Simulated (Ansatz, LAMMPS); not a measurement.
# Squeezing and shearing Ga2O3 with crystalline order left by the classical run (95 atoms), part 4 of 4

Aim: relax Ga2O3 with crystalline order left by the classical run (95 atoms), then change its volume and shape to read moduli from the stress.

Ansatz 0.2.0; Kohn-Sham DFT, PBE, PAW (set soft_1), plane waves.

The cell: 38 Ga and 57 O. The quench rate of 50 K/ps far exceeds what a furnace or splat quench reaches. The network of bonds at the start is that of the classical potential that made the cell. The Brillouin zone is sampled at Γ only.

So far. Step 11 (Compressed by 1 % along x): The relaxation converged after 5 steps, 0.0414 eV below its start, with a largest force component of 0.021 eV/Å. Step 11 (Compressed by 1 % along x): Compressed by 1 % along x: the energy stands 0.0576 eV above that of the reference, at a pressure of 1.10 GPa.

### Step 12. Sheared by 2 % in xy

A shear of the relaxed cell gives the modulus that volume changes can't reach.

File input.yaml:

```yaml
crystal:
  lattice:
    - [9.88718, 0.37417, -0.22797]
    - [0.38069, 10.53838, 0.35187]
    - [-0.22445, 0.34959, 10.0999]
  atoms:
    [... the 95 atom lines of step 4 ...]
kpoints:
  mp_grid: { grid: [1, 1, 1] }
hamiltonian:
  xc: pbe
  pseudopotentials: { kind: paw, azcp: { folder: soft_1 } }
scf:
  occupations: { method: fixed }
output:
  forces: true
  eigenvalues: true
  stress: true
relax:
  f_tol: 0.05
  max_steps: 70
```

On the command line:

```bash
$ ansatz run input.yaml --threads 4 --pin off --max-ram 8192MiB --backend cpu --events-out ev --progress --plain --runs-dir out
```

Numbers of over 12 decimals in the logs are rounded to 6 here.

The log of the run:

```text
[...]
Crystal: 95 atoms, lattice volume = 1049.104 Å³
Basis set: ecut = 420 eV, 20497 PW (Γ), exchange–correlation on 144×144×144 points (8 copies of the dense FFT grid, shifted against one another)
Bands: 513, of which v1, the nominal top of the filled ones, is band 418 counted from 1 (417 counted from 0)
Symmetry: 1 space group operations
[...]
k-points: 1
[...]
SCF iter   1: F=—  HF=-176144.781520 eV  |F-HF|=—  |Δ(HF+E_count)|=         —  Δρ=1.17e-1  dr2=6.98e1  ethr=3.10e-3  ⟨swp⟩=4.0  Hψ=1374  notcnv=0  defer=88
[...]
SCF iter   9: F=—  HF=-176121.582342 eV  |F-HF|=—  |Δ(HF+E_count)|=   1.02e-4  Δρ=5.21e-5  dr2=2.41e-5  ethr=7.48e-9  ⟨swp⟩=11.0  Hψ=2369  notcnv=0
SCF iter  10: F=-176121.582340 eV  HF=-176121.582343 eV  |F-HF|=2.96e-6  |Δ(HF+E_count)|=   8.56e-7  Δρ=3.09e-5  dr2=8.26e-6  ethr=2.89e-9  ⟨swp⟩=2.0  Hψ=1623  notcnv=0
SCF 1 converged in 10 iterations: F = -176121.582340 eV  dr2 = 8.26e-6
[...]
relax step   1: F+E_penalty+E_count = -176121.58234004 eV  Δ(F+E_penalty+E_count) = +0.000e0 eV  max|allowed force component| = 2.942e-1 eV/Å  Δτ_max = 0.0000 Å  (10 SCF iters, dr2 threshold 6.25e-5 eV, accepted)
[...]
relax step   2: F+E_penalty+E_count = -176121.61822672 eV  Δ(F+E_penalty+E_count) = -3.589e-2 eV  max|allowed force component| = 1.750e-1 eV/Å  Δτ_max = 0.0143 Å  (6 SCF iters, dr2 threshold 5.41e-6 eV, accepted)
[...]
relax step   3: F+E_penalty+E_count = -176121.63789433 eV  Δ(F+E_penalty+E_count) = -1.967e-2 eV  max|allowed force component| = 5.951e-2 eV/Å  Δτ_max = 0.0142 Å  (8 SCF iters, accepted)
[...]
relax step   4: F+E_penalty+E_count = -176121.64411959 eV  Δ(F+E_penalty+E_count) = -6.225e-3 eV  max|allowed force component| = 2.609e-2 eV/Å  Δτ_max = 0.0291 Å  (8 SCF iters, accepted)
SCF converged after 8 iterations
Free energy (F): -176121.644120 eV
[...]
Internal energy: -176121.644120 eV  (E = F + TS)
E sigma→0 (E₀):  -176121.644120 eV
Fermi energy:    7.744849 eV
[...]
Σ components = -176121.644120   (vs F -176121.644120, Δ=0.00e0)
--- Forces (eV/Å), atoms counted from 1 ---
  atom   1  Ga     0.00306207     0.00244065     0.00143079
  atom   2  Ga    -0.00145788    -0.00369295     0.00518451
  atom   3  Ga    -0.00501610     0.01039112    -0.00924422
  atom   4  Ga    -0.00098622    -0.00419235    -0.00192001
[...]
atom  95  O      0.00055390     0.00468717     0.00675743
  max |Σ_I F_I| component: 4.94e-5 eV/Å
--- Stress (GPa, compression-positive) ---
       -0.009648      -1.292080      -0.153243
       -1.292079       0.302654       0.085524
       -0.153243       0.085525       0.040428
  P = ⅓ Tr σ = 0.1111 GPa (1.111 kbar)
--- Band table (eV) ---
[...]
--- Relaxed structure (4 steps of the walk, 4 accepted, 0 SCFs on fresh bases) ---
  F+E_penalty+E_count = -176121.64411959 eV   max|allowed force component| = 2.609e-2 eV/Å
  atoms:
    - { symbol: Ga, position: [0.309108, 0.401997, 0.877311] }
    - { symbol: Ga, position: [0.528630, 0.786119, 0.126329] }
    - { symbol: Ga, position: [0.899073, 0.986949, 0.815863] }
    - { symbol: Ga, position: [0.957150, 0.246295, 0.762213] }
[...]
- { symbol: O, position: [0.283053, 0.135748, 0.079237] }
```

Elapsed: 77 s, on 4 threads of Arm Neoverse V2, shared host; peak memory 1.7 GiB; 4.9 min of CPU time.

The relaxation converged after 4 steps, 0.0618 eV below its start, with a largest force component of 0.026 eV/Å.

Sheared by 2 % in xy: the energy stands 0.0872 eV above that of the reference, at a pressure of 0.111 GPa.

### Step 13. Pressure against volume

Atoms are relaxed at each volume, in the scaled cell.

```
volume change (%)  volume (Å³/atom)  energy change (meV/atom)  pressure (GPa)  largest move on relaxing (Å)  bonds  gap (eV)
              -10             9.940                     47.79           15.59                          0.49    202                2.07
               -6            10.382                     15.16            8.13                          0.89    200                1.91
               -3            10.713                      3.81            3.68                          0.24    197                1.65
               +0            11.044                      0.00            0.01                             -    195                1.56
               +3            11.376                      3.37           -3.11                          0.17    191                1.37
               +6            11.707                      7.67           -4.52                          1.20    182                1.17
```

### Step 14. Uniaxial strain and shear

Stress (GPa, compression positive) less that of the relaxed cell, atoms relaxed:

```
                   strain      xx      yy      zz      xy  energy change (meV/atom)
 stretched by 1 % along x  -1.448  -0.722  -0.686  -0.031                      0.57
compressed by 1 % along x   1.688   0.807   0.792   0.001                      0.61
     sheared by 2 % in xy   0.002   0.280   0.035  -1.301                      0.92
```

### Step 15. Findings

The bulk modulus, from the slope of pressure against ln V over the three points nearest the relaxed volume, is 113 GPa; a quadratic over all points gives a pressure derivative of about 8.0. The count of bonds runs from 182 to 202 over the series, so at some points contacts cross the cutoffs. At -6 % and +6 % some atom moved by over 0.5 Å on relaxing, so those points may sit in another local minimum. The gap goes from 2.07 eV at the smallest volume to 1.17 eV at the largest, -5.5 eV per unit of ln V by a straight line, on the run's k-points. In the Cartesian axes of the cell, finite differences give C11 = 157, C12 = 76.5, C13 = 73.9 and C66 = 65.1 GPa (the shear of 2 % is the engineering strain, εxy = 0.01). The mean of C11, C12 and C13, which equals the bulk modulus in a cubic or isotropic solid, is 102 GPa: it agrees with the bulk modulus within 10 %. For an isotropic solid C66 would equal (C11 − C12)/2 = 40.2 GPa; so small a sample needn't be isotropic, and C66 rests on one shear. The two differ too much for isotropic moduli to be formed.

**Limits.** Strains are finite and relaxations stop at the force tolerance of the input, which can leave moduli too stiff; they are those of a static cell at zero temperature. Volumes are changed with the cell's shape held, so in an anisotropic solid the modulus lies over the one under free hydrostatic load. The program notes that the SCF threshold of the relaxations is loose for the stress.

The DFT runs together took 28 min of wall time.

[Logs are printed without paths, hosts, clocks, repeated set-up lines and the standing remarks that a program may print on its own settings, such as how far it seeks lower states.]

[Hosts, paths, dates, database ids (printed as entryN), source tags and the programs' standing remarks are cut or masked in the printed files.]
